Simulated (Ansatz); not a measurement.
**SrNbO3 (cubic perovskite) (Pm-3m): how robust is the cRPA U?**

Aim: hold the target of a cRPA run on SrNbO3 (cubic perovskite) (Pm-3m) and move one thing at a time.

Method: constrained RPA on LDA, plane waves, PAW, in Ansatz 0.2.0.

### 1. The structure

The structure is cubic, space group Pm-3m (No. 221). The conventional cell has a = 3.985 Å, b = 3.985 Å, c = 3.985 Å, α = 90.00°, β = 90.00°, γ = 90.00°. Nearest to Sr lie 12 O at 2.82 Å. Nearest to Nb lie 6 O at 1.99 Å. Nearest to O lie 2 Nb at 1.99 Å and 4 Sr at 2.82 Å. Farther neighbours and most contacts between anions are not listed.

As a file:

```cif
data_structure
_symmetry_space_group_name_H-M 'P 1'
_symmetry_Int_Tables_number 1
_cell_length_a 3.9852
_cell_length_b 3.9852
_cell_length_c 3.9852
_cell_angle_alpha 90.000
_cell_angle_beta 90.000
_cell_angle_gamma 90.000
_cell_volume 63.29
loop_
_atom_site_label
_atom_site_type_symbol
_atom_site_fract_x
_atom_site_fract_y
_atom_site_fract_z
_atom_site_occupancy
Sr1 Sr 0.00000 0.00000 0.00000 1
Nb2 Nb 0.50000 0.50000 0.50000 1
O3 O 0.50000 0.50000 0.00000 1
O4 O 0.50000 0.00000 0.50000 1
O5 O 0.00000 0.50000 0.50000 1
```

The structure was relaxed with LDA. The structure type comes from a generator and need not be one that this composition takes. The structure was generated from a model, not taken from a measurement. The runs that relaxed it are not among those shown. The program's search for lower electronic states was switched off, so nothing shows that the state found is the lowest. The default PAW set here is soft_2. Its files were made with PBE.

### 2. Base: Nb t2g, bands v1 to c2, 6×6×6 mesh, medium accuracy

Constrained RPA screens the interaction with every transition except those inside the target bands, which a later many-body model would treat itself.

The input, input.yaml:

```yaml
crystal:
  lattice:
    - [0.0, -3.98521224, 0.0]
    - [0.0, 0.0, 3.98521224]
    - [-3.98521224, 0.0, 0.0]
  atoms:
    - { symbol: Sr, position: [0.0, 0.0, 0.0] }
    - { symbol: Nb, position: [0.5, 0.5, 0.5] }
    - { symbol: O, position: [0.5, 0.5, 0.0] }
    - { symbol: O, position: [0.5, 0.0, 0.5] }
    - { symbol: O, position: [0.0, 0.5, 0.5] }
kpoints:
  mp_grid: { grid: [6, 6, 6] }
hamiltonian:
  xc: lda
scf:
  occupations: { method: gaussian, width: 0.08 }
  n_extra_bands: 19
  max_iter: 150
  lower_state_search: "off"
output:
  crpa:
    kmesh: [6, 6, 6]
    target_bands: [v1, c2]
    projections: [{ species: Nb, l: d, shell: 4, orbitals: [dxz, dyz, dxy] }]
  local_orbitals:
    kmesh: [6, 6, 6]
    orbitals: [{ species: Nb, l: d, shell: 4, orbitals: [dxz, dyz, dxy] }]
    window: { bands: [v1, c2] }
    seedname: lo
```

The run is started by

```
ansatz run input.yaml --threads 4 --pin off --max-ram 14745MiB --backend cpu --events-out ev --progress --plain --runs-dir out
```

Numbers of over 12 decimals in the logs are rounded to 6 here.

The log of the run:

```text
scf.n_extra_bands = 19 over 21 filled bands (N_el = 41.0): the run solves 40 bands
Engine: ansatz 0.2.0, aarch64-unknown-linux-gnu
Pseudopotentials: kind: paw
Pseudopotential: Sr, paw, valence charge 10, recommended cutoff 420 eV (normal), Sr.paw.azcp
Pseudopotential: Nb, paw, valence charge 13, recommended cutoff 420 eV (normal), Nb.paw.azcp
Pseudopotential: O, paw, valence charge 6, recommended cutoff 420 eV (normal), O.paw.azcp
Functional definition: SPW92
  exchange = slater_x
  correlation = pw_c
Crystal: 5 atoms, lattice volume = 63.293 Å³
Basis set: ecut = 420 eV, 1237 PW (Γ)
Bands: 40, of which v1, the nominal top of the filled ones, is band 21 counted from 1 (20 counted from 0)
Symmetry: 48 space group operations
Space group: Pm-3m (ITA 221), of the structure as read, at distance tolerance 4.0e-5 Å
k-points: 20 of 216
Non-local potential: Sr, projectors of the file, l = 0: 3, l = 1: 2, l = 2: 2
Non-local potential: Nb, projectors of the file, l = 0: 3, l = 1: 2, l = 2: 2, l = 3: 1
Non-local potential: O, projectors of the file, l = 0: 2, l = 1: 2, l = 2: 1
PAW form: soft (Blöchl's): semilocal exchange-correlation on the pseudo side does not see the compensation charge
PAW frozen core: Sr, regenerated for the run's functional, and the local potential with it (the file was generated under x = pbe(κ = 0.804, μ = 0.219515), c = pbe(β = 0.066725))
PAW frozen core: Nb, regenerated for the run's functional, and the local potential with it (the file was generated under x = pbe(κ = 0.804, μ = 0.219515), c = pbe(β = 0.066725))
PAW frozen core: O, regenerated for the run's functional, and the local potential with it (the file was generated under x = pbe(κ = 0.804, μ = 0.219515), c = pbe(β = 0.066725))
PAW one-centre angular grid: Sr, 110 points (default); XC on 64 Gauss nodes
PAW one-centre angular grid: Nb, 590 points (default); XC on 64 Gauss nodes
PAW one-centre angular grid: O, 110 points (default); XC on 64 Gauss nodes
Initial density: superposition of atomic densities (neutral atoms: chi_scale 0, normalization atom), corrected by the library's trained network
Initial wavefunctions: pseudopotential atomic-orbital guess
Functional: x = slater, c = lda
SCF iter   1: F=—  HF=-9560.088163 eV  |F-HF|=—  |Δ(HF+E_count)|=         —  Δρ=1.70e-2  dr2=1.60e-1  ethr=1.77e-3  ⟨swp⟩=7.8  Hψ=4270  notcnv=0  defer=138
preconditioner: auto → Kerker (q_TF=auto, 2.538 Å⁻¹)  [metal: Δε(μ)=0.064 eV  Ē_g=18.959 eV  σ=0.080 eV  W_gap=0.41  n_scr=18 (ndim 8)  ℏωp=26.0 eV  f_vac=0.000  D(μ)=1.70/eV (n_scr^D=6)]
SCF iter   2: F=—  HF=-9560.059067 eV  |F-HF|=—  |Δ(HF+E_count)|=   2.91e-2  Δρ=8.65e-3  dr2=4.82e-2  ethr=3.91e-4  ⟨swp⟩=1.5  Hψ=989  notcnv=0  defer=197
[...]
SCF 1 converged in 7 iterations: F = -9560.046716 eV  dr2 = 8.33e-9
[...]
NSCF: frozen V_eff on 23 k-points
NSCF: frozen V_eff on 20 k-points
[...]
cRPA screening: q 1/216
cRPA screening: q 2/216
cRPA screening: q 8/216 (q-point 3)
cRPA screening: q 14/216 (q-point 4)
cRPA screening: q 17/216 (q-point 8)
cRPA screening: q 29/216 (q-point 9)
cRPA screening: q 53/216 (q-point 10)
cRPA screening: q 65/216 (q-point 15)
cRPA screening: q 77/216 (q-point 16)
cRPA screening: q 89/216 (q-point 22)
[...]
cRPA screening: q 190/216 (q-point 87)
cRPA screening: q 198/216 (q-point 88)
cRPA screening: q 210/216 (q-point 94)
cRPA screening: q 216/216 (q-point 130)
SCF converged after 7 iterations
Free energy (F): -9560.046716 eV
Harris-Foulkes:  -9560.046716 eV  (|F-HF|=6.18e-11)
Internal energy: -9560.041004 eV  (E = F + TS)
E sigma→0 (E₀):  -9560.043860 eV
Entropy (-TS):   -0.005712 eV (-1.142 meV/atom)
Fermi energy:    13.735755 eV
--- Per-component energies (eV) ---
  E_band       = -152.875980
  E_kinetic    = 1169.968975
  E_local      = -2405.708075  (includes V_loc(G=0)·N_el)
  E_nonlocal   = 476.627622
  E_hartree    = 764.260739
  E_xc         = -566.774386
  E_vxc        = -658.401651  (∫ρ·V_xc dr)
  E_paw        = -6002.961895  (= ΣΔE_a)
  E_vpaw       = -263.892836  (= ΣTr[D̂ρ^β])
  E_aug_tail   = 0.007500  (compensation charges beyond the density's cutoff)
  E_ewald      = -2996.472078
  E_core_change = 1.010594  (= ΣΔE_core)
  E_smearing   = -0.005712  (= −TS)
  E_closure    = 0.000000  (closes the sum)
  Σ components = -9560.046716   (vs F -9560.046716, Δ=0.00e0)
--- Band table (eV; the first three rows and the last of 20) ---
  k-point 0: bands = [... 17 lower, 9.7015, 9.7015, 9.7015, 12.5183, 12.5183, 12.5183, 15.3451, 15.3451, ... 15 higher]
  k-point 1: bands = [... 17 lower, 8.8516, 9.6062, 9.6062, 12.5922, 13.2635, 13.2635, 15.7470, 15.7948, ... 15 higher]
  k-point 2: bands = [... 17 lower, 8.3298, 9.5193, 9.5193, 12.7524, 14.6263, 14.6263, 16.6366, 16.6990, ... 15 higher]
  k-point 19: bands = [... 17 lower, 10.0832, 10.0832, 10.0832, 16.6912, 16.6912, 16.6912, 16.7657, 16.7657, ... 15 higher]
--- cRPA (band scheme, projected local orbitals): target bands 21..23 (1-based), 3 Wannier function(s), 6×6×6 mesh, 46 bands' worth read of 51 solved, ecut_chi 136.0 eV, v(q+G=0) probe_charge, pair densities all_electron ---
  bands read: the sum over 46 bands ends inside a degenerate multiplet in 16 slots, whose members it reads at an even weight; the widest, k=0: bands 45 to 47 (counted from 1) at 2/3 each
  χ-basis size per q: N_G = 208..251
  window electrons = 1.0000, filled by tetrahedron_uncorrected; constrained ε̄⁻¹(q = 0, 0) head = 0.218964; min gauge Gram eig = 0.4906
  Kanamori averages over each shell's own Wannier functions (sites counted from 0, functions from 1):
    Site 1, 4D, 3 of 5 d orbitals (Wannier functions 1, 2, 3; wannier90's mr 2, 3, 5):
      screened: U = 2.9240 eV, U' = 2.3897 eV, J = 0.2698 eV
      screened, to within: U = 3.7e-3 eV, U' = 3.7e-3 eV, J = 4.2e-4 eV
      bare: V = 10.5712 eV, V' = 9.7888 eV, J = 0.3732 eV
  Hermiticity witness max|P − P†| over intra, direct and exchange elements: 1.78e-15 eV (screened), 9.65e-20 eV (bare)
  Reality witness max|Im| over intra, direct and exchange elements: 5.72e-19 eV (screened), 1.43e-18 eV (bare)
```

The job ended after 2.2 min (4 threads of Arm Neoverse V1, shared host; peak memory 0.74 GiB).

Numbers from this step:

| Property | Result |
| --- | --- |
| U | 2.924 eV |
| U prime (inter-orbital) | 2.390 eV |
| J | 0.2698 eV |
| bare V | 10.57 eV |
| bare J | 0.3732 eV |
| stated bound on U | 0.003609 eV |
| U over bare V | 0.2766 |
| electrons in the window | 1.0000 |
| head of the constrained inverse dielectric matrix | 0.2190 |
| least eigenvalue of the projection's overlap | 0.4906 |
| target functions | 3 |
| bands in the sums | 46 |
| r.m.s. miss of the model bands | 0.02312 eV |
| width of the target bands | 4.173 eV |
| weight of the projected orbitals in the window | 0.7050 |

On the Nb t2g shell, screening brings the on-site interaction from 10.6 eV down to U = 2.92 eV.

### 3. Changed: 4×4×4 mesh

input.yaml, the sections that differ from step 2:

```yaml
output:
  crpa:
    kmesh: [4, 4, 4]
    target_bands: [v1, c2]
    projections: [{ species: Nb, l: d, shell: 4, orbitals: [dxz, dyz, dxy] }]
# crystal, kpoints, hamiltonian, scf: as in step 2
```

The log of the run:

```text
[...]
Crystal: 5 atoms, lattice volume = 63.293 Å³
Basis set: ecut = 420 eV, 1237 PW (Γ)
Bands: 40, of which v1, the nominal top of the filled ones, is band 21 counted from 1 (20 counted from 0)
Symmetry: 48 space group operations
[...]
k-points: 20 of 216
[...]
SCF iter   1: F=—  HF=-9560.088163 eV  |F-HF|=—  |Δ(HF+E_count)|=         —  Δρ=1.70e-2  dr2=1.60e-1  ethr=1.77e-3  ⟨swp⟩=7.8  Hψ=4270  notcnv=0  defer=138
[...]
SCF iter   7: F=-9560.046716 eV  HF=-9560.046716 eV  |F-HF|=6.18e-11  |Δ(HF+E_count)|=   2.48e-7  Δρ=4.20e-6  dr2=8.33e-9  ethr=2.44e-10  ⟨swp⟩=11.2  Hψ=4112  notcnv=0
SCF 1 converged in 7 iterations: F = -9560.046716 eV  dr2 = 8.33e-9
[...]
NSCF: frozen V_eff on 10 k-points
[...]
cRPA screening: q 1/64
cRPA screening: q 2/64
cRPA screening: q 8/64 (q-point 3)
cRPA screening: q 11/64 (q-point 6)
cRPA screening: q 23/64 (q-point 7)
cRPA screening: q 35/64 (q-point 11)
cRPA screening: q 38/64 (q-point 22)
cRPA screening: q 46/64 (q-point 23)
cRPA screening: q 58/64 (q-point 27)
cRPA screening: q 64/64 (q-point 43)
SCF converged after 7 iterations
Free energy (F): -9560.046716 eV
[...]
Internal energy: -9560.041004 eV  (E = F + TS)
E sigma→0 (E₀):  -9560.043860 eV
Entropy (-TS):   -0.005712 eV (-1.142 meV/atom)
Fermi energy:    13.735755 eV
[...]
--- Band table (eV; the first three rows and the last of 20) ---
  k-point 0: bands = [... 17 lower, 9.7015, 9.7015, 9.7015, 12.5183, 12.5183, 12.5183, 15.3451, 15.3451, ... 15 higher]
  k-point 1: bands = [... 17 lower, 8.8516, 9.6062, 9.6062, 12.5922, 13.2635, 13.2635, 15.7470, 15.7948, ... 15 higher]
  k-point 2: bands = [... 17 lower, 8.3298, 9.5193, 9.5193, 12.7524, 14.6263, 14.6263, 16.6366, 16.6990, ... 15 higher]
  k-point 19: bands = [... 17 lower, 10.0832, 10.0832, 10.0832, 16.6912, 16.6912, 16.6912, 16.7657, 16.7657, ... 15 higher]
[...]
χ-basis size per q: N_G = 208..251
[...]
Site 1, 4D, 3 of 5 d orbitals (Wannier functions 1, 2, 3; wannier90's mr 2, 3, 5):
      screened: U = 2.9399 eV, U' = 2.3987 eV, J = 0.2732 eV
      screened, to within: U = 3.6e-3 eV, U' = 3.6e-3 eV, J = 4.2e-4 eV
      bare: V = 10.7048 eV, V' = 9.9123 eV, J = 0.3778 eV
[...]
```

It took 24 s on 4 threads; peak memory 0.53 GiB.

This step gave:

```yaml
u: 2.940 eV
u_prime_inter_orbital: 2.399 eV
j: 0.2732 eV
bare_v: 10.70 eV
bare_j: 0.3778 eV
stated_bound_on_u: 0.003554 eV
u_over_bare_v: 0.2746
electrons_in_the_window: 1.000
head_of_the_constrained_inverse_dielectric_matrix: 0.2131
least_eigenvalue_of_the_projection_s_overlap: 0.4906
target_functions: 3
bands_in_the_sums: 46
width_of_the_target_bands: 4.173 eV
weight_of_the_projected_orbitals_in_the_window: 0.7050
```

On the Nb t2g shell, screening brings the on-site interaction from 10.7 eV down to U = 2.94 eV.

### 4. Changed: 2×2×2 mesh

input.yaml, as its differences from that of step 3:

```diff
@@ -22,3 +22,3 @@
   crpa:
-    kmesh: [4, 4, 4]
+    kmesh: [2, 2, 2]
     target_bands: [v1, c2]
```

The log of the run:

```text
[...]
Crystal: 5 atoms, lattice volume = 63.293 Å³
Basis set: ecut = 420 eV, 1237 PW (Γ)
Bands: 40, of which v1, the nominal top of the filled ones, is band 21 counted from 1 (20 counted from 0)
Symmetry: 48 space group operations
[...]
k-points: 20 of 216
[...]
k-point 19: bands = [... 17 lower, 10.0832, 10.0832, 10.0832, 16.6912, 16.6912, 16.6912, 16.7657, 16.7657, ... 15 higher]
[...]
χ-basis size per q: N_G = 208..251
[...]
Site 1, 4D, 3 of 5 d orbitals (Wannier functions 1, 2, 3; wannier90's mr 2, 3, 5):
      screened: U = 3.3145 eV, U' = 2.7063 eV, J = 0.3056 eV
      screened, to within: U = 4.2e-3 eV, U' = 4.2e-3 eV, J = 4.7e-4 eV
      bare: V = 11.7207 eV, V' = 10.8427 eV, J = 0.4184 eV
[...]
[key lines of the parts left out:]
SCF converged after 7 iterations
Free energy (F): -9560.046716 eV
Fermi energy:    13.735755 eV
```

Run time: 5 s. Hardware: 4 threads; peak memory 0.45 GiB.

Numbers from this step:

- U: 3.315 eV
- U prime (inter-orbital): 2.706 eV
- J: 0.3056 eV
- bare V: 11.72 eV
- bare J: 0.4184 eV
- stated bound on U: 0.004200 eV
- U over bare V: 0.2828
- electrons in the window: 1.0000
- head of the constrained inverse dielectric matrix: 0.1925
- least eigenvalue of the projection's overlap: 0.4906
- target functions: 3
- bands in the sums: 46
- width of the target bands: 4.173 eV
- weight of the projected orbitals in the window: 0.7050

On the Nb t2g shell, screening brings the on-site interaction from 11.7 eV down to U = 3.31 eV.

### 5. Changed: sums over states on smooth products

input.yaml, as its differences from that of step 4:

```diff
@@ -22,4 +22,8 @@
   crpa:
-    kmesh: [2, 2, 2]
+    kmesh: [6, 6, 6]
     target_bands: [v1, c2]
     projections: [{ species: Nb, l: d, shell: 4, orbitals: [dxz, dyz, dxy] }]
+    accuracy: sum_over_states
+    pair_densities: pseudo
+    n_empty_bands: 42
+    ecut_chi: 136
```

The log of the run:

```text
[...]
Crystal: 5 atoms, lattice volume = 63.293 Å³
Basis set: ecut = 420 eV, 1237 PW (Γ)
Bands: 40, of which v1, the nominal top of the filled ones, is band 21 counted from 1 (20 counted from 0)
Symmetry: 48 space group operations
[...]
k-points: 20 of 216
[...]
χ-basis size per q: N_G = 208..251
[...]
U and J over all bands: no bound (output.crpa.accuracy: sum_over_states); those below are of the sums over the bands read on the sphere of ecut_chi alone
[...]
Site 1, 4D, 3 of 5 d orbitals (Wannier functions 1, 2, 3; wannier90's mr 2, 3, 5):
      screened: U = 3.0151 eV, U' = 2.4058 eV, J = 0.3085 eV
      bare: V = 10.5712 eV, V' = 9.7888 eV, J = 0.3732 eV
[...]
[key lines of the parts left out:]
SCF converged after 7 iterations
Free energy (F): -9560.046716 eV
Fermi energy:    13.735755 eV
```

Elapsed: 20 s, on 4 threads; peak memory 0.66 GiB; 74 s of CPU time.

This variant gives U = 3.02 eV against 2.92 eV. It is a finite sum over empty states with no bound on its error and stays out of the table below.

### 6. Changed: accuracy low

input.yaml, as its differences from that of step 5:

```diff
@@ -25,5 +25,2 @@
     projections: [{ species: Nb, l: d, shell: 4, orbitals: [dxz, dyz, dxy] }]
-    accuracy: sum_over_states
-    pair_densities: pseudo
-    n_empty_bands: 42
-    ecut_chi: 136
+    accuracy: low
```

The log of the run:

```text
[...]
Crystal: 5 atoms, lattice volume = 63.293 Å³
Basis set: ecut = 420 eV, 1237 PW (Γ)
Bands: 40, of which v1, the nominal top of the filled ones, is band 21 counted from 1 (20 counted from 0)
Symmetry: 48 space group operations
[...]
k-points: 20 of 216
[...]
k-point 19: bands = [... 17 lower, 10.0832, 10.0832, 10.0832, 16.6912, 16.6912, 16.6912, 16.7657, 16.7657, ... 15 higher]
[...]
χ-basis size per q: N_G = 208..251
[...]
Site 1, 4D, 3 of 5 d orbitals (Wannier functions 1, 2, 3; wannier90's mr 2, 3, 5):
      screened: U = 2.9138 eV, U' = 2.3814 eV, J = 0.2688 eV
      screened, to within: U = 4.6e-2 eV, U' = 4.6e-2 eV, J = 5.1e-3 eV
      bare: V = 10.5712 eV, V' = 9.7888 eV, J = 0.3732 eV
[...]
[key lines of the parts left out:]
SCF converged after 7 iterations
Free energy (F): -9560.046716 eV
Fermi energy:    13.735755 eV
```

Elapsed: 63 s, on 4 threads; peak memory 0.68 GiB; 4 min of CPU time.

Numbers from this step:

```yaml
u: 2.914 eV
u_prime_inter_orbital: 2.381 eV
j: 0.2688 eV
bare_v: 10.57 eV
bare_j: 0.3732 eV
stated_bound_on_u: 0.04546 eV
u_over_bare_v: 0.2756
electrons_in_the_window: 1.0000
head_of_the_constrained_inverse_dielectric_matrix: 0.2189
least_eigenvalue_of_the_projection_s_overlap: 0.4906
target_functions: 3
bands_in_the_sums: 46
width_of_the_target_bands: 4.173 eV
weight_of_the_projected_orbitals_in_the_window: 0.7050
```

On the Nb t2g shell, screening brings the on-site interaction from 10.6 eV down to U = 2.91 eV.

### 7. Changed: more bands than orbitals

input.yaml, as its differences from that of step 6:

```diff
@@ -23,4 +23,3 @@
     kmesh: [6, 6, 6]
-    target_bands: [v1, c2]
+    target_bands: [v1, c3]
     projections: [{ species: Nb, l: d, shell: 4, orbitals: [dxz, dyz, dxy] }]
-    accuracy: low
```

The log of the run:

```text
Error: invalid value for `output.crpa.projections`: 3 orbital(s) selected but the target window spans 4 band(s); name one orbital per band of it
```

Elapsed: 0.11 s, on 4 threads; peak memory 0.09 GiB.

The input was rejected at the start.

The program's message: “Error: invalid value for `output.crpa.projections`: 3 orbital(s) selected but the target window spans 4 band(s); name one orbital per band of it”

The fault put into this input: more bands than orbitals.

### 8. Changed: volume +6 %

The cell differs from the one that the last finished run ended in (a 3.985 → 4.063 Å, b 3.985 → 4.063 Å, c 3.985 → 4.063 Å).

input.yaml, the sections that differ from step 7:

```yaml
crystal:
  lattice:
    - [0.0, -4.0633735, 0.0]
    - [0.0, 0.0, 4.0633735]
    - [-4.0633735, 0.0, 0.0]
  atoms:
    - { symbol: Sr, position: [0.0, 0.0, 0.0] }
    - { symbol: Nb, position: [0.5, 0.5, 0.5] }
    - { symbol: O, position: [0.5, 0.5, 0.0] }
    - { symbol: O, position: [0.5, 0.0, 0.5] }
    - { symbol: O, position: [0.0, 0.5, 0.5] }
output:
  crpa:
    kmesh: [6, 6, 6]
    target_bands: [v1, c2]
    projections: [{ species: Nb, l: d, shell: 4, orbitals: [dxz, dyz, dxy] }]
  local_orbitals:
    kmesh: [6, 6, 6]
    orbitals: [{ species: Nb, l: d, shell: 4, orbitals: [dxz, dyz, dxy] }]
    window: { bands: [v1, c2] }
    seedname: lo
# kpoints, hamiltonian, scf: as in step 7
```

The log of the run:

```text
[...]
Crystal: 5 atoms, lattice volume = 67.090 Å³
Basis set: ecut = 420 eV, 1357 PW (Γ)
Bands: 40, of which v1, the nominal top of the filled ones, is band 21 counted from 1 (20 counted from 0)
Symmetry: 48 space group operations
[...]
k-points: 20 of 216
[...]
k-point 19: bands = [... 17 lower, 9.2764, 9.2764, 9.2764, 15.4054, 15.4054, 15.4054, 15.7382, 15.7382, ... 15 higher]
[...]
χ-basis size per q: N_G = 232..280
[...]
Site 1, 4D, 3 of 5 d orbitals (Wannier functions 1, 2, 3; wannier90's mr 2, 3, 5):
      screened: U = 2.9657 eV, U' = 2.4105 eV, J = 0.2777 eV
      screened, to within: U = 3.8e-3 eV, U' = 3.8e-3 eV, J = 4.4e-4 eV
      bare: V = 10.7788 eV, V' = 9.9680 eV, J = 0.3842 eV
[...]
[key lines of the parts left out:]
SCF converged after 7 iterations
Free energy (F): -9559.916664 eV
Fermi energy:    12.736519 eV
```

The job ended after 2.8 min (4 threads; peak memory 0.76 GiB).

Numbers from this step:

```
U                                                 : 2.966 eV
U prime (inter-orbital)                           : 2.411 eV
J                                                 : 0.2777 eV
bare V                                            : 10.78 eV
bare J                                            : 0.3842 eV
stated bound on U                                 : 0.003784 eV
U over bare V                                     : 0.2751
electrons in the window                           : 1.0000
head of the constrained inverse dielectric matrix : 0.2192
least eigenvalue of the projection's overlap      : 0.5337
target functions                                  : 3
bands in the sums                                 : 46
r.m.s. miss of the model bands                    : 0.01231 eV
width of the target bands                         : 3.791 eV
weight of the projected orbitals in the window    : 0.7206
```

On the Nb t2g shell, screening brings the on-site interaction from 10.8 eV down to U = 2.97 eV.

[end of part 1 of 2]

[Paths, hosts, dates, memory and timing lines, banners, echoed tables and standing remarks are left out of the program output.]

[Logs are printed without paths, hosts, clocks, repeated set-up lines and the standing remarks that a program may print on its own settings, such as how far it seeks lower states.]

[Runs of the session that timed out or met a known fault of the program may be left out.]

[Hosts, paths, dates, database ids (printed as entryN), source tags and the programs' standing remarks are cut or masked in the printed files.]
